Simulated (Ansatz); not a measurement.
**1T-NbSTe monolayer in a perpendicular field**

What dipole does a perpendicular field induce in the 1T-NbSTe monolayer? A positive field points along +c.

Program: Ansatz 0.2.0. Level of theory: plane-wave DFT, PBE-D3(BJ), Ansatz PAW. Results are calculated unless marked as measured.

Report form: the programs' logs are mostly left out.

### Step 1. Starting point

The cell holds 3 atoms: 1 Te, 1 Nb and 1 S. Its edges and angles: a = 3.724 Å, b = 3.724 Å, c = 37.574 Å, α = 90.0°, β = 90.0°, γ = 120.0°. Vacuum lies along c.

### Step 2. Relaxing the slab

The starting cell is a guess, so the in-plane lattice and the atoms are relaxed first, with the slab cut off from its images along the normal.

The input, input.yaml:

```yaml
crystal:
  lattice:
    - [3.723864, 0.0, 0.0]
    - [-1.861932, 3.2249608242, 0.0]
    - [0.0, 0.0, 37.5739510811]
  atoms:
    - { symbol: Te, position: [0.6666666667, 0.3333333333, 0.4564332338] }
    - { symbol: Nb, position: [0.0, 0.0, 0.5072725113], spin: 1.0 }
    - { symbol: S, position: [0.3333333333, 0.6666666667, 0.5435667662] }
  periodic: [true, true, false]
magnetization:
  spin_polarized: true
kpoints:
  mp_grid: { grid: [12, 12, 1] }
hamiltonian:
  xc: pbe
  dispersion: d3bj
scf:
  occupations: { method: fermi_dirac, width: 0.05 }
  convergence: { dr2_threshold: 1.0e-09 }
relax:
  f_tol: 0.004
  max_steps: 90
  cell: {}
output:
  write_potential: true
  write_density: true
  volumetric_format: npy
```

Started as:

```console
> ansatz run input.yaml --threads 2 --pin off --max-ram 3072MiB --backend cpu --events-out ev --progress --plain --runs-dir out
```

Elapsed: 3.6 min, on 2 threads of Intel Xeon Platinum 8375C at 2.90GHz (Ice Lake), shared host; peak memory 0.93 GiB.

Relaxation path:

```tsv
step	energy less that of the first step (eV)	largest force component (eV/Å)	volume (Å³)
1	0.0000	0.6015	451.24
2	-0.2433	0.6688	409.22
3	-0.2538	0.3963	382.16
4	-0.2818	0.2446	397.30
5	-0.2851	0.0358	396.09
6	-0.2852	0.0063	395.67
7	-0.2852	0.0001	395.72
8*	-0.2841	0.0004	395.72
```

Relaxation steps marked * repeat the geometry before them on a plane-wave basis chosen anew for their cell, so energy and pressure can jump there.

Forces are held to the 6 operations that the run works with; a distortion that breaks them can't arise in this run.

```tsv
cell as run	before	after	change
a (Å)	3.724	3.487	-6.4 %
b (Å)	3.724	3.487	-6.4 %
```

The atoms that moved most (Å, along periodic axes as changes of fractional coordinates times the final cell, across vacuum about the mean position):

```tsv
atom	dx	dy	dz	length
Te1	0.000	0.000	-0.056	0.056
S3	0.000	0.000	0.055	0.055
```

Final coordinates:

```
Te Nb S
1.0
     3.48728    0.00000    0.00000
    -1.74364    3.02008    0.00000
     0.00000    0.00000   37.57395
Te Nb S
1 1 1
Cartesian
  1.7436 1.0067 17.0943
  0.0000 0.0000 19.0611
  0.0000 2.0134 20.4788
```

Numbers from this step:

* energy at zero smearing: -12437.4292 eV

The lattice constant a goes from 3.724 to 3.487 Å.

### Step 3. Single point, field 0

A sawtooth potential applies the field, turning back in the middle of the vacuum. With the dipole correction the typed value is the field outside the slab. The induced dipole is small, so the SCF threshold is tight.

The cell differs from the one that the last finished run ended in (c 37.574 → 21.385 Å).

The input, input.yaml:

```yaml
crystal:
  lattice:
    - [3.4872823526, 0.0, 0.0]
    - [-1.7436411763, 3.0200751075, 0.0]
    - [0.0, 0.0, 21.3845778215]
  atoms:
    - { symbol: Te, position: [0.6666666667, 0.3333333333, 0.4208640486] }
    - { symbol: Nb, position: [0.0, 0.0, 0.5128389408] }
    - { symbol: S, position: [0.3333333333, 0.6666666667, 0.5791359514] }
kpoints:
  mp_grid: { grid: [12, 12, 1] }
  band_path:
    path: [[0, 0, 0], [0.5, 0, 0], [0.33333333, 0.33333333, 0], [0, 0, 0]]
    npoints: 16
hamiltonian:
  xc: pbe
  dispersion: d3bj
scf:
  occupations: { method: fermi_dirac, width: 0.02585 }
  convergence: { dr2_threshold: 1.0e-10 }
efield:
  axis: 3
  dipole_correction: true
  ramp_position: 0.97
  ramp_width: 0.06
  amplitude: 0
output:
  dos: { projected: true, e_range: [-6, 5] }
  write_potential: true
  write_density: true
  volumetric_format: npy
  elf: true
```

Wall time 10 s (2 threads); peak memory 0.59 GiB.

Numbers from this step:

| Quantity | Value |
| --- | --- |
| energy at zero smearing | -12437.4283 eV |
| work function, upper face | 5.171 eV |
| work function, lower face | 4.287 eV |
| dipole along the normal | -0.05141 e·Å |
| step between the vacuum levels | 0.8833 eV |

Running mean over a fixed 2.5 Å (it still follows the layers) of the planar mean; the ramp of the sawtooth is left out. Table of electron's electrostatic potential energy less the Fermi level by z:

z (Å), electron's electrostatic potential energy less the Fermi level (eV) and a bar from the least value:
```
      3.0        4.3 ############################
      3.5        4.3 ############################
      4.0        4.3 ############################
      4.5        4.3 ############################
      5.0        4.3 ############################
      5.5        4.3 ############################
      6.0        4.2 ############################
      6.5        4.0 ############################
      7.0        3.1 ##########################
      7.5        1.6 #######################
      8.0        0.6 #####################
      8.5       -1.0 ##################
      9.0       -2.5 ###############
      9.5       -4.7 ###########
     10.0       -7.1 ######
     10.5       -9.0 ##
     11.0       -9.7 #
     11.5      -10.0 
     12.0       -8.1 ####
     12.5       -4.2 ###########
     13.0       -1.1 ##################
     13.5        1.4 ######################
     14.0        3.6 ###########################
     14.5        4.8 #############################
     15.0        5.1 ##############################
     15.5        5.2 ##############################
     16.0        5.2 ##############################
     16.5        5.2 ##############################
     17.0        5.2 ##############################
     17.5        5.2 ##############################
     18.0        5.2 ##############################
```

The density of states has structure finer than the step of the table below, so its rows give means over 0.25 eV, whole bins alone (the curve runs from -6 to 1.99 eV). Peaks (eV: height): -4.650: 27.0, -3.680: 7.90, -3.440: 13.7, -3.270: 7.18, -3.190: 7.09, -2.470: 7.62, 1.060: 9.83.

The density of states by energy, zero at the Fermi level; means over each step:

energy (eV), density of states (states/eV a cell) and a bar:
```
    -5.75        0.8 ###
    -5.50        0.9 ####
    -5.25        1.8 ########
    -5.00        2.0 #########
    -4.75        6.6 ##############################
    -4.50        2.0 #########
    -4.25        2.8 ############
    -4.00        0.9 ###
    -3.75        5.0 #######################
    -3.50        5.0 ######################
    -3.25        4.2 ###################
    -3.00        1.0 ####
    -2.75        1.5 ######
    -2.50        4.4 ####################
    -2.25        2.7 ############
    -2.00        1.9 ########
    -1.75        1.2 #####
    -1.50        1.2 #####
    -1.25        1.2 #####
    -1.00        1.3 ######
    -0.75        1.0 ####
    -0.50        1.3 ######
    -0.25        1.9 ########
     0.00        2.8 ############
     0.25        1.5 #######
     0.50        0.5 ##
     0.75        0.1 
     1.00        5.1 #######################
     1.25        2.3 ##########
     1.50        2.7 ############
     1.75        3.7 ################
```

Projected DOS per atom over height of the atomic layer and energy from the Fermi level. Layers: Te Nb S from below.

Ten even steps from '_' (0.04 states/eV) to '@' (3.31 states/eV), each cell a mean:
```
..@@__
..++__
--##..
______
__..__
..++..
__::__
__..__
....__
....__
..____
==..::
++..::
..__..
..==**
::==**
......
::..::
----++
....::
..____
______
```
Columns: height of the atomic layer (Å) from 9 to 12.4 (not evenly spaced); rows upwards: energy from the Fermi level (eV) from -5.96 to 1.96.

The electronic bands at the labelled points (eV, zero at the Fermi level):

```tsv
point	band 14	band 15	band 16	band 17	band 18	band 19	band 20	band 21
Γ	-3.33	-2.77	-0.01	-0.01	0.34	0.83	0.83	3.60
halfway	-3.22	-3.21	-2.05	-0.86	-0.37	1.09	1.55	3.04
M	-3.76	-3.39	-2.50	-0.87	-0.85	1.76	2.01	3.56
halfway	-3.65	-3.55	-2.68	-2.47	0.08	1.52	1.77	3.02
K	-4.66	-3.29	-3.20	-2.89	0.83	1.09	1.19	3.35
halfway	-3.75	-3.04	-2.17	-1.69	0.00	0.89	1.77	2.76
Γ	-3.33	-2.77	-0.01	-0.01	0.34	0.83	0.83	3.60
```

Valence density in the ca plane at fractional y = 0.000, with atoms of Nb within 0.2 Å of it. It is the smooth field of the valence electrons, not physical close to the nuclei.

Ten steps, logarithmic in the rise over the least value, from '0' (0.0 e/Å³) to '9' (5.0 e/Å³), each cell a mean:
```
00000000000000000112234799974211000000000000
00000000000000001123334578754321000000000000
00000000000000001234444445444432100000000000
00000000000000012345544333344443100000000000
00000000000000012345544333344443100000000000
00000000000000001344444333444432100000000000
00000000000000001233444466644332100000000000
00000000000000000122334799964321000000000000
00000000000000000112234899984211000000000000
```
Columns run along c (16.0 Å, from fractional 0.09 to 0.84 of the cell), rows up along a (3.5 Å). Atoms in or near the plane, at fractional coordinates: Nb at (0.51, 0.00).

ELF in the ca plane at fractional y = 0.000, with atoms of Nb within 0.2 Å of it. It is the smooth field of the valence electrons, not physical close to the nuclei.

Ten even steps from '0' (0.00) to '9' (0.77), each cell a mean:
```
00000000000000000012322786972110000000000000
00000000000000001345553489842442100000000000
00000000000000125777776322236876310000000000
00000000000001258986677532479998631000000000
00000000000001368986667633589999741000000000
00000000000000247887677421258997520000000000
00000000000000013566774346434664200000000000
00000000000000000123432699962221000000000000
00000000000000000011222873782110000000000000
```
Columns run along c (16.0 Å, from fractional 0.09 to 0.84 of the cell), rows up along a (3.5 Å). Atoms in or near the plane, at fractional coordinates: Nb at (0.51, 0.00).

Electrostatic potential energy in the ca plane at fractional y = 0.000, with atoms of Nb within 0.2 Å of it. With pseudopotentials it is smooth inside the atoms' cores, unlike the true potential.

Values in eV, 5 rows by 16 columns, each cell a mean:
```
  5   5   5   4   3   1 -15 -40 -13   4   5   5   5   5   5   5
  5   5   5   4   1  -6  -3 -10  -2   2   5   5   5   5   5   5
  5   5   5   4   0 -13  -2   0  -2   1   5   5   5   5   5   5
  5   5   5   4   2  -3  -5 -19  -4   3   5   5   5   5   5   5
  5   5   5   4   4   2 -18 -42 -16   4   5   5   5   5   5   5
```
Columns run along c (16.0 Å, from fractional 0.17 to 0.92 of the cell; values clipped at the 3rd and 97th percentile), rows up along a (3.5 Å). Atoms in or near the plane, at fractional coordinates: Nb at (0.51, 0.00).

The work function of the upper face is 5.17 eV.

### Step 4. Single point, field 0.1 V/Å

Changes to input.yaml since step 3:

```diff
@@ -25,5 +25,4 @@
   ramp_width: 0.06
-  amplitude: 0
+  amplitude: 0.1
 output:
-  dos: { projected: true, e_range: [-6, 5] }
   write_potential: true
@@ -31,2 +30 @@
   volumetric_format: npy
-  elf: true
```

Wall time 11 s (2 threads); peak memory 0.54 GiB.

The dipole is -0.0182 e·Å, 0.0332 e·Å from its value without field.

### Step 5. Atoms held, field -0.1 V/Å

Changes to input.yaml since step 4:

```diff
@@ -25,3 +25,3 @@
   ramp_width: 0.06
-  amplitude: 0.1
+  amplitude: -0.1
 output:
```

Wall time 8.9 s (2 threads); peak memory 0.51 GiB; 17 s of CPU time.

The dipole is -0.0846 e·Å, -0.0332 e·Å from its value without field.

### Step 6. Response, atoms held

This step: plane-wave DFT, PBE-D3(BJ), Ansatz PAW; response to a field along the normal, atoms held (Ansatz 0.2.0).

The dipoles give the slope, and the difference of two potentials shows where the field is screened.

Numbers from this step:

```
equivalent conductor thickness p/(ε₀AE) : 5.708 Å
distance between the outer atoms        : 3.385 Å
```

Dipole of the cell against applied field:

```tsv
applied field (V/Å)	dipole of the cell (e·Å)
-0.1000	-0.0846
0.0000	-0.0514
0.1000	-0.0182
```

Local field over the applied field, running mean. From the potentials at -0.1 and 0.1 V/Å; running mean over 2.5 Å. Local field over applied field against z:

```tsv
z (Å)	local field over applied field
4.01	0.999
4.31	0.998
4.75	0.995
5.05	0.990
5.49	0.976
5.79	0.957
6.24	0.904
6.53	0.846
6.83	0.766
7.28	0.619
7.57	0.514
8.02	0.356
8.32	0.256
8.76	0.128
9.06	0.0714
9.36	0.0439
9.80	0.0339
10.10	0.0289
10.54	0.0245
10.84	0.0295
11.29	0.0494
11.58	0.0645
12.03	0.104
12.33	0.160
12.62	0.243
13.07	0.396
13.37	0.503
13.81	0.661
14.11	0.761
14.55	0.880
14.85	0.932
15.15	0.963
15.59	0.986
15.89	0.993
16.34	0.998
16.63	0.999
17.08	1.000
17.38	1.000
```

Electrons, planar mean, per unit field. The induced electron density by z:

```tsv
z (Å)	induced electron density (e/Å³ per V/Å)
4.01	4.4e-6
4.31	8.7e-6
4.75	2.3e-5
5.05	4.5e-5
5.49	1.1e-4
5.79	2.1e-4
6.24	4.9e-4
6.53	8.4e-4
6.83	0.00139
7.28	0.00260
7.57	0.00337
8.02	0.00302
8.32	0.00153
8.76	7.8e-4
9.06	6.1e-4
9.36	5.2e-4
9.80	-2.0e-5
10.10	-0.00107
10.54	-8.9e-4
10.84	7.0e-4
11.29	7.7e-4
11.58	-9.1e-5
12.03	-9.0e-4
12.33	-5.9e-4
12.62	-0.00104
13.07	-0.00352
13.37	-0.0038
13.81	-0.00241
14.11	-0.00146
14.55	-6.0e-4
14.85	-3.2e-4
15.15	-1.6e-4
15.59	-5.8e-5
15.89	-2.9e-5
16.34	-9.6e-6
16.63	-4.6e-6
17.08	-1.6e-6
17.38	-7.5e-7
```

By hand: between -0.1 and 0.1 V/Å the dipole changes by 0.06644 e·Å, a slope of 0.3322 e·Å²/V. A perfect conductor of thickness t has p = ε₀AEt, so t = 180.95 × 0.3322 / 10.532 = 5.71 Å (e/ε₀ = 180.95 V·Å, A in Å²).

The induced dipole is that of a conductor 5.71 Å thick.

### Step 7. What came out

```
gap without field                          : none
work function, upper face                  : 5.17 eV
step between the vacuum levels             : 0.883 eV
equivalent conductor thickness, atoms held : 5.71 Å
```

In words: The induced dipole equals that of a perfect conductor 5.71 Å thick, while the outer atoms lie 3.38 Å apart. The two faces differ: the vacuum level above lies 0.88 eV higher than the one below. There is no gap over 0.03 eV, with or without the field. The first relaxation ran with spin and lost its moment, and the later runs have none; other magnetic states were not tried. Spin-orbit coupling is left out, which matters for the bands of elements this heavy.

[Logs are printed without paths, hosts, clocks, repeated set-up lines and the standing remarks that a program may print on its own settings, such as how far it seeks lower states.]

[Hosts, paths, dates, database ids (printed as entryN), source tags and the programs' standing remarks are cut or masked in the printed files.]

[Maps of the electrostatic potential energy from Ansatz leave out the sawtooth potential of an applied field or a dipole correction, so their vacuum need not be flat; planar profiles and work functions include it.]

[The density of states shown here was stored with 400 of the rows of the run's finer table, so its peaks can read low, often by over a quarter, or be missed, and its means over a window can be off by a tenth or more.]
